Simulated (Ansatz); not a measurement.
# Phonons of TiOs (Pm-3m) against volume, part 2 of 2

Wanted: mode Grüneisen parameters of TiOs (Pm-3m).

Ansatz 0.2.0; DFT PBEsol, scalar-relativistic, plane waves, PAW; PAW set soft_1.

So far, highest frequency on the path or at a solved wavevector (cm⁻¹): step 2 (the dispersion) 401.

## 4. Phonons at the other volume, volume ratio 0.97

The phonons are repeated at this volume on the same k and q meshes.

input.yaml

```yaml
crystal:
  lattice:
    - [3.030787027, 0.0, 0.0]
    - [0.0, 3.030787027, 0.0]
    - [0.0, 0.0, 3.030787027]
  atoms:
    - { symbol: Ti, position: [0.5, 0.5, 0.5] }
    - { symbol: Os, position: [0.0, 0.0, 0.0] }
kpoints:
  mp_grid: { grid: [16, 16, 16] }
hamiltonian:
  xc: pbesol
  pseudopotentials: { kind: paw, azcp: { folder: soft_1 }, xc_functional: pbe }
scf:
  occupations: { method: methfessel_paxton, width: 0.2 }
output:
  eigenvalues: true
phonons:
  method: dfpt
  qmesh: [4, 4, 4]
  temperatures: { t_max: 1000, t_step: 50 }
  qpath:
    path:
      - [[0.0, 0.0, 0.0], [0.0, 0.5, 0.0], [0.5, 0.5, 0.0], [0.0, 0.0, 0.0], [0.5, 0.5, 0.5], [0.0, 0.5, 0.0]]
      - [[0.5, 0.5, 0.5], [0.5, 0.5, 0.0]]
    npoints: 10
```

The run is started by

```sh
ansatz run input.yaml --threads 4 --pin off --max-ram 10240MiB --backend cpu --events-out ev --progress --plain --runs-dir out
```

Numbers of over 12 decimals in the logs are rounded to 6 here.

The log of the run:

```text
[...]
Crystal: 2 atoms, lattice volume = 27.840 Å³
Basis set: ecut = 420 eV, 515 PW (Γ), exchange–correlation on 48×48×48 points (8 copies of the dense FFT grid, shifted against one another)
Bands: 18, of which v1, the nominal top of the filled ones, is band 14 counted from 1 (13 counted from 0)
Symmetry: 48 space group operations
k-points: 165 of 4096
[...]
SCF iter   1: F=—  HF=-13728.708003 eV  |F-HF|=—  |Δ(HF+E_count)|=         —  Δρ=1.29e-1  dr2=7.04e0  ethr=3.10e-3  ⟨swp⟩=4.0  Hψ=11389  notcnv=0
[...]
SCF iter   9: F=-13727.616160 eV  HF=-13727.616160 eV  |F-HF|=7.28e-12  |Δ(HF+E_count)|=  1.09e-11  S|Δr|=    0.00e0  Δρ=6.06e-8  dr2=5.23e-13  ethr=1.00e-12  ⟨swp⟩=5.0  Hψ=11606  notcnv=0
[...]
SCF 1 converged in 9 iterations: F = -13727.616160 eV  dr2 = 5.23e-13
[...]
SCF iter   5: F=-13727.616160 eV  HF=-13727.616160 eV  |F-HF|=1.82e-12  |Δ(HF+E_count)|=  1.82e-12  S|Δr|=    0.00e0  Δρ=6.86e-8  dr2=2.07e-12  ethr=1.00e-12  ⟨swp⟩=1.9  Hψ=3916  notcnv=0
SCF 2 converged in 5 iterations: F = -13727.616160 eV  dr2 = 2.07e-12
[...]
NSCF: frozen V_eff on 165 k-points
[...]
SCF converged after 9 iterations
[...]
Free energy (F): -13727.616160 eV
[...]
Internal energy: -13727.616471 eV  (E = F + TS)
E sigma→0 (E₀):  -13727.616238 eV
Entropy (-TS):   0.000311 eV (0.155 meV/atom)
Fermi energy:    21.312105 eV
[...]
--- Band table (eV; the first three rows and the last of 165) ---
  k-point 0: bands = [... 10 lower, 15.6428, 19.8966, 19.8966, 19.8966, 23.2644, 23.2644, 25.2644, 25.2644]
  k-point 1: bands = [... 10 lower, 15.7145, 19.8796, 19.8796, 19.9304, 23.1676, 23.2984, 25.0500, 25.0500]
  k-point 2: bands = [... 10 lower, 15.9229, 19.8330, 19.8330, 20.0304, 22.8896, 23.3953, 24.5293, 24.5293]
  k-point 164: bands = [... 10 lower, 17.4644, 19.6638, 19.6638, 19.6638, 22.7634, 22.7634, 24.5219, 24.5219]
[...]
ASR residual: 6.034e-5 → 0.000e0 eV/Å²; symmetrization residual: 4.577e-6 eV/Å²
  ASR residual per site (eV/Å²): 1.49e-5 6.03e-5
  Γ frequencies (cm⁻¹): 0.00 0.00 0.00 251.23 251.23 251.23
--- Phonons (arbitrary-q DFPT): 10 irreducible q on the 4×4×4 mesh ---
[...]
interpolated dispersion: 62 rows × 6 modes
[...]
```

It took 7.9 min on 4 threads of Arm Neoverse V2, shared host; peak memory 3.1 GiB; 30 min of CPU time.

Numbers from this step:

- sum-rule residual before enforcement: 6.03e-5 eV/Å²
- highest frequency on the path or at a solved wavevector: 415.1 cm⁻¹
- mean frequency: 223.8 cm⁻¹
- Debye temperature (second moment): 443 K
- logarithmic mean frequency: 207.5 cm⁻¹
- highest optical mode at the zone centre (no LO-TO term): 251.2 cm⁻¹
- lowest optical zone-centre mode: 251.2 cm⁻¹
- lowest mode on the q mesh (acoustic modes at Γ apart): 85.88 cm⁻¹
- zero-point energy per atom: 41.61 meV
- heat capacity at 300 K: 22.46 J/(mol atoms K)
- vibrational entropy at 300 K: 26.36 J/(mol atoms K)
- edges of the widest gap between branches, on path and mesh: 193.1, 216.9 cm⁻¹

Frequencies (cm⁻¹) solved at each irreducible wavevector; negative means imaginary. Frequencies by wavevector, by row:

| q in reciprocal lattice units | star | mode 1 | mode 2 | mode 3 | mode 4 | mode 5 | mode 6 |
| --- | --- | --- | --- | --- | --- | --- | --- |
| 0 0 0 | 1 | 0 | 0 | 0 | 251.2 | 251.2 | 251.2 |
| 0 0 0.25 | 6 | 85.9 | 85.9 | 140.4 | 243.6 | 243.6 | 346.4 |
| 0 0 -0.5 | 3 | 146.7 | 146.7 | 186.5 | 216.9 | 216.9 | 415.1 |
| 0 0.25 0.25 | 12 | 114 | 116.9 | 167.9 | 237.6 | 295.7 | 333.8 |
| 0 0.25 -0.5 | 12 | 147.1 | 160.2 | 170 | 230.7 | 284.8 | 371.1 |
| 0 -0.5 -0.5 | 3 | 148.8 | 168 | 168 | 240.2 | 332.8 | 332.8 |
| 0.25 0.25 0.25 | 8 | 141.6 | 141.6 | 172.2 | 293.5 | 293.5 | 319.9 |
| 0.25 0.25 -0.5 | 12 | 162.6 | 171.4 | 173.9 | 281 | 292.1 | 345.1 |
| 0.25 -0.5 -0.5 | 6 | 178.3 | 178.3 | 179.9 | 290.5 | 330.1 | 330.1 |
| -0.5 -0.5 -0.5 | 1 | 193.1 | 193.1 | 193.1 | 317.9 | 317.9 | 317.9 |

The highest optical mode at the zone centre (no LO-TO term) is 251.2 cm⁻¹, +17.4 cm⁻¹ against the base run.

## 5. Relaxing at another volume, volume ratio 1.03

The volume is scaled by 1.03 and held; symmetry leaves nothing to relax, so this is a single point. The modes can then be followed against volume.

input.yaml, the sections that differ from step 4:

```yaml
crystal:
  lattice:
    - [3.0920315484, 0.0, 0.0]
    - [0.0, 3.0920315484, 0.0]
    - [0.0, 0.0, 3.0920315484]
  atoms:
    - { symbol: Ti, position: [0.5, 0.5, 0.5] }
    - { symbol: Os, position: [0.0, 0.0, 0.0] }
output:
  forces: true
  stress: true
  eigenvalues: true
  write_density: true
  write_potential: true
  elf: true
  volumetric_format: npy
# kpoints, hamiltonian, scf: as in step 4
# phonons: removed
```

The log of the run:

```text
[...]
Crystal: 2 atoms, lattice volume = 29.562 Å³
Basis set: ecut = 420 eV, 587 PW (Γ), exchange–correlation on 48×48×48 points (8 copies of the dense FFT grid, shifted against one another)
Bands: 18, of which v1, the nominal top of the filled ones, is band 14 counted from 1 (13 counted from 0)
Symmetry: 48 space group operations
[...]
k-points: 165 of 4096
[...]
--- Band table (eV; the first three rows and the last of 165) ---
  k-point 0: bands = [... 10 lower, 14.6493, 18.5497, 18.5497, 18.5497, 21.6868, 21.6868, 23.4988, 23.4988]
  k-point 1: bands = [... 10 lower, 14.7131, 18.5338, 18.5338, 18.5810, 21.6011, 21.7171, 23.3061, 23.3061]
  k-point 2: bands = [... 10 lower, 14.8980, 18.4900, 18.4900, 18.6734, 21.3542, 21.8030, 22.8345, 22.8345]
  k-point 164: bands = [... 10 lower, 16.2260, 18.3181, 18.3181, 18.3181, 21.1577, 21.1577, 22.8354, 22.8354]
[key lines of the parts left out:]
SCF converged after 7 iterations
Free energy (F): -13727.618441 eV
Fermi energy:    19.857106 eV
P = ⅓ Tr σ = -7.3886 GPa (-73.886 kbar)
```

Run time: 1.9 s. Hardware: 4 threads; peak memory 0.37 GiB.

Numbers from this step:

```
pressure        : -7.389 GPa
volume per atom : 14.78 Å³
```

The run ends at a pressure of -7.39 GPa.

## 6. Phonons at the other volume, volume ratio 1.03

The phonons are repeated at this volume on the same k and q meshes.

input.yaml, the sections that differ from step 5:

```yaml
output:
  eigenvalues: true
phonons:
  method: dfpt
  qmesh: [4, 4, 4]
  temperatures: { t_max: 1000, t_step: 50 }
  qpath:
    path:
      - [[0.0, 0.0, 0.0], [0.0, 0.5, 0.0], [0.5, 0.5, 0.0], [0.0, 0.0, 0.0], [0.5, 0.5, 0.5], [0.0, 0.5, 0.0]]
      - [[0.5, 0.5, 0.5], [0.5, 0.5, 0.0]]
    npoints: 10
# crystal, kpoints, hamiltonian, scf: as in step 5
```

The log of the run:

```text
[...]
Crystal: 2 atoms, lattice volume = 29.562 Å³
Basis set: ecut = 420 eV, 587 PW (Γ), exchange–correlation on 48×48×48 points (8 copies of the dense FFT grid, shifted against one another)
Bands: 18, of which v1, the nominal top of the filled ones, is band 14 counted from 1 (13 counted from 0)
Symmetry: 48 space group operations
k-points: 165 of 4096
[...]
k-point 164: bands = [... 10 lower, 16.2260, 18.3181, 18.3181, 18.3181, 21.1577, 21.1577, 22.8354, 22.8354]
[...]
ASR residual: 9.051e-5 → 0.000e0 eV/Å²; symmetrization residual: 7.752e-6 eV/Å²
  ASR residual per site (eV/Å²): 2.16e-5 9.05e-5
  Γ frequencies (cm⁻¹): 0.00 0.00 0.00 216.77 216.77 216.77
--- Phonons (arbitrary-q DFPT): 10 irreducible q on the 4×4×4 mesh ---
[...]
interpolated dispersion: 62 rows × 6 modes
[...]
[key lines of the parts left out:]
SCF converged after 9 iterations
Free energy (F): -13727.618441 eV
Fermi energy:    19.857095 eV
```

It took 8.4 min on 4 threads; peak memory 3.2 GiB.

This step gave:

- sum-rule residual before enforcement: 9.05e-5 eV/Å²
- highest frequency on the path or at a solved wavevector: 386.7 cm⁻¹
- mean frequency: 201.8 cm⁻¹
- Debye temperature (second moment): 399 K
- logarithmic mean frequency: 187.4 cm⁻¹
- highest optical mode at the zone centre (no LO-TO term): 216.8 cm⁻¹
- lowest optical zone-centre mode: 216.8 cm⁻¹
- lowest mode on the q mesh (acoustic modes at Γ apart): 78.57 cm⁻¹
- zero-point energy per atom: 37.53 meV
- heat capacity at 300 K: 22.89 J/(mol atoms K)
- vibrational entropy at 300 K: 28.67 J/(mol atoms K)
- edges of the widest gap between branches, on path and mesh: 174, 193.5 cm⁻¹

The highest optical mode at the zone centre (no LO-TO term) is 216.8 cm⁻¹, -17.1 cm⁻¹ against the base run.

## 7. Grüneisen parameters

The Grüneisen parameter of a mode is minus the logarithmic change of its frequency with volume, −d ln ω / d ln V; weighted by heat capacity it gives the expansion.

This step gave:

```yaml
bulk_modulus: 267.5 GPa
```

The phonon branches at the labelled points (cm⁻¹):

| point | branch 1 | branch 2 | branch 3 | branch 4 | branch 5 | branch 6 |
| --- | --- | --- | --- | --- | --- | --- |
| Γ | 0 | 0 | 0 | 234 | 234 | 234 |
| halfway | 82 | 82 | 133 | 228 | 228 | 334 |
| X | 140 | 140 | 177 | 205 | 205 | 401 |
| halfway | 140 | 153 | 163 | 217 | 268 | 355 |
| M | 141 | 161 | 161 | 225 | 314 | 314 |
| halfway | 109 | 113 | 160 | 223 | 278 | 322 |
| Γ | 0 | 0 | 0 | 234 | 234 | 234 |
| halfway | 136 | 136 | 164 | 277 | 277 | 306 |
| R | 183 | 183 | 183 | 303 | 303 | 303 |
| halfway | 155 | 164 | 165 | 268 | 275 | 328 |
| X | 140 | 140 | 177 | 205 | 205 | 401 |
| jump to R | 183 | 183 | 183 | 303 | 303 | 303 |
| halfway | 170 | 170 | 171 | 276 | 313 | 313 |
| M | 141 | 161 | 161 | 225 | 314 | 314 |

The same for volume x 0.97:

| point | branch 1 | branch 2 | branch 3 | branch 4 | branch 5 | branch 6 |
| --- | --- | --- | --- | --- | --- | --- |
| Γ | 0 | 0 | 0 | 251 | 251 | 251 |
| X | 147 | 147 | 186 | 217 | 217 | 415 |
| M | 149 | 168 | 168 | 240 | 333 | 333 |
| Γ | 0 | 0 | 0 | 251 | 251 | 251 |
| R | 193 | 193 | 193 | 318 | 318 | 318 |
| X | 147 | 147 | 186 | 217 | 217 | 415 |
| R | 193 | 193 | 193 | 318 | 318 | 318 |
| M | 149 | 168 | 168 | 240 | 333 | 333 |

The same for volume x 1.03:

| point | branch 1 | branch 2 | branch 3 | branch 4 | branch 5 | branch 6 |
| --- | --- | --- | --- | --- | --- | --- |
| Γ | 0 | 0 | 0 | 217 | 217 | 217 |
| X | 133 | 133 | 168 | 194 | 194 | 387 |
| M | 134 | 154 | 154 | 210 | 296 | 296 |
| Γ | 0 | 0 | 0 | 217 | 217 | 217 |
| R | 174 | 174 | 174 | 288 | 288 | 288 |
| X | 133 | 133 | 168 | 194 | 194 | 387 |
| R | 174 | 174 | 174 | 288 | 288 | 288 |
| M | 134 | 154 | 154 | 210 | 296 | 296 |

The first set of phonon branches as a text plot (rows in cm⁻¹):

```
    406 |      ***                                       *
    389 |         *                                    **
    372 |     *    *                                  *
    355 |    *
    337 |   *       **                               *
    320 |             ********                    ***        ****
    303 |            **  **   *        ************       ***
    285 |  *        *      *** *     ** ***       **       **
    268 |                     * *   *  *            *        *
    251 | *        *           *** ****              *        *
    233 |****     *    *      ******                  **       **
    216 |    **  ****** ******                         **
    199 |      ***                                       *
    182 |      ***                          *******     *****
    164 |     *   ************          ****      ******     ****
    147 |    *  ***********   *        * **         ******     **
    130 |   *  *          ***        ** *
    112 |     *              * *       *
     95 |  * *                *     ***
     78 |   *                  **
     61 | *                    **   *
     43 |  *                    ** *
     26 |**                      * *
      9 |*                        *
         Γ      X      M          Γ            R        X|R     M
```

Mode Grueneisen parameter -dln(w)/dln(V), modes matched by rank; at Γ the acoustic branches take the value of a neighbouring point of the path. Mode grüneisen parameters along the path, in :

| point | branch 1 | branch 2 | branch 3 | branch 4 | branch 5 | branch 6 |
| --- | --- | --- | --- | --- | --- | --- |
| Γ | 1.57 | 1.57 | 1.39 | 2.45 | 2.45 | 2.45 |
| halfway | 1.48 | 1.48 | 1.75 | 2.26 | 2.26 | 1.21 |
| X | 1.61 | 1.61 | 1.71 | 1.90 | 1.90 | 1.18 |
| halfway | 1.68 | 1.60 | 1.40 | 2.07 | 1.98 | 1.48 |
| M | 1.73 | 1.40 | 1.40 | 2.24 | 1.96 | 1.96 |
| halfway | 1.56 | 1.23 | 1.73 | 2.21 | 2.14 | 1.23 |
| Γ | 1.56 | 0.61 | 1.80 | 2.45 | 2.45 | 2.45 |
| halfway | 1.49 | 1.49 | 1.72 | 1.96 | 1.96 | 1.47 |
| R | 1.74 | 1.74 | 1.74 | 1.65 | 1.65 | 1.65 |
| halfway | 1.61 | 1.45 | 1.68 | 1.63 | 2.07 | 1.66 |
| X | 1.61 | 1.61 | 1.71 | 1.90 | 1.90 | 1.18 |
| jump to R | 1.74 | 1.74 | 1.74 | 1.65 | 1.65 | 1.65 |
| halfway | 1.56 | 1.56 | 1.69 | 1.73 | 1.81 | 1.81 |
| M | 1.73 | 1.40 | 1.40 | 2.24 | 1.96 | 1.96 |

The mode Grüneisen parameters as a text plot (rows in , shown from 0.9 to 2.5 only):

```
   2.42 |***                    ****
   2.35 |                      *
   2.29 |*  *                 * *   *
   2.22 |             ***    *   *
   2.16 |    *       *   *******   * **              **         *
   2.09 |     *     *     ***                       *  *       *
   2.03 |          *     *             *
   1.97 | *       *******          **   *          *    *     * *
   1.90 |      ***      *            **                 **    **
   1.84 |             *        **        **       *    *     *
   1.77 |   ***               * ***    *   ** ******  *     *
   1.71 |      **   ******   *          ******  ******   ********
   1.64 |  *     ***      ***       *    ********** ***** ***
   1.58 |***   ***  *     *  *   **      **       ***    *   *
   1.51 | ** **   *  *   **   ***       *          * * *
   1.45 |   *      *  * *               *           *         **
   1.38 |*         *******     *       *             **         *
   1.32 |         *       ***        ***
   1.26 |                    **      **                *
   1.19 |   *  ***                                      **
   1.13 |    **               *
   1.06 |                           *
   1.00 |
   0.93 |                      *   *
         Γ      X      M          Γ            R        X|R     M
```

(dS/dlnV)/C_V. The thermodynamic Grueneisen parameter by temperature:

| temperature (K) | thermodynamic Grueneisen parameter |
| --- | --- |
| 50 | 1.57 |
| 100 | 1.66 |
| 150 | 1.68 |
| 200 | 1.69 |
| 250 | 1.69 |
| 300 | 1.69 |
| 350 | 1.69 |
| 400 | 1.69 |
| 450 | 1.69 |
| 500 | 1.69 |
| 550 | 1.69 |
| 600 | 1.69 |
| 650 | 1.69 |
| 700 | 1.69 |
| 750 | 1.69 |
| 800 | 1.70 |
| 850 | 1.70 |
| 900 | 1.69 |
| 950 | 1.70 |
| 1000 | 1.70 |

Gamma C_V/(B V) at the static volume. The volume expansion by temperature:

| temperature (K) | volume expansion (1e-6/K) |
| --- | --- |
| 50 | 2.77 |
| 100 | 9.06 |
| 150 | 12.8 |
| 200 | 14.8 |
| 250 | 15.9 |
| 300 | 16.6 |
| 350 | 17.0 |
| 400 | 17.3 |
| 450 | 17.5 |
| 500 | 17.6 |
| 550 | 17.8 |
| 600 | 17.8 |
| 650 | 17.9 |
| 700 | 17.9 |
| 750 | 18 |
| 800 | 18.0 |
| 850 | 18.1 |
| 900 | 18.1 |
| 950 | 18.1 |
| 1000 | 18.1 |

## 8. Outcome

| Quantity | Value |
| --- | --- |
| bulk modulus | 268 GPa |
| thermodynamic Grüneisen parameter at 300 K | 1.692 |
| volume expansion at 300 K, estimated | 16.6 × 10⁻⁶ K⁻¹ |

By this estimate the volume grows by 16.6 × 10⁻⁶ per kelvin at 300 K. The highest optical mode at Γ goes from 251 to 217 cm⁻¹ as the cell grows, a Grüneisen parameter of 2.46. Mode parameters on the path run from 0.61 to 2.5, with a median of 1.7. Branches are matched by rank, so values near crossings are rough. The expansion is the Grüneisen estimate at the static volume, with the static bulk modulus. With no gap, or one that is small against the smearing, the frequencies hang on the k mesh and the smearing, most of all near Kohn anomalies. Spin-orbit coupling is left out, which can matter for the heavy elements here. The PAW files were made for PBE and serve the other functionals too.

[Logs are printed without paths, hosts, clocks, repeated set-up lines and the standing remarks that a program may print on its own settings, such as how far it seeks lower states.]

[Hosts, paths, dates, database ids (printed as entryN), source tags and the programs' standing remarks are cut or masked in the printed files.]
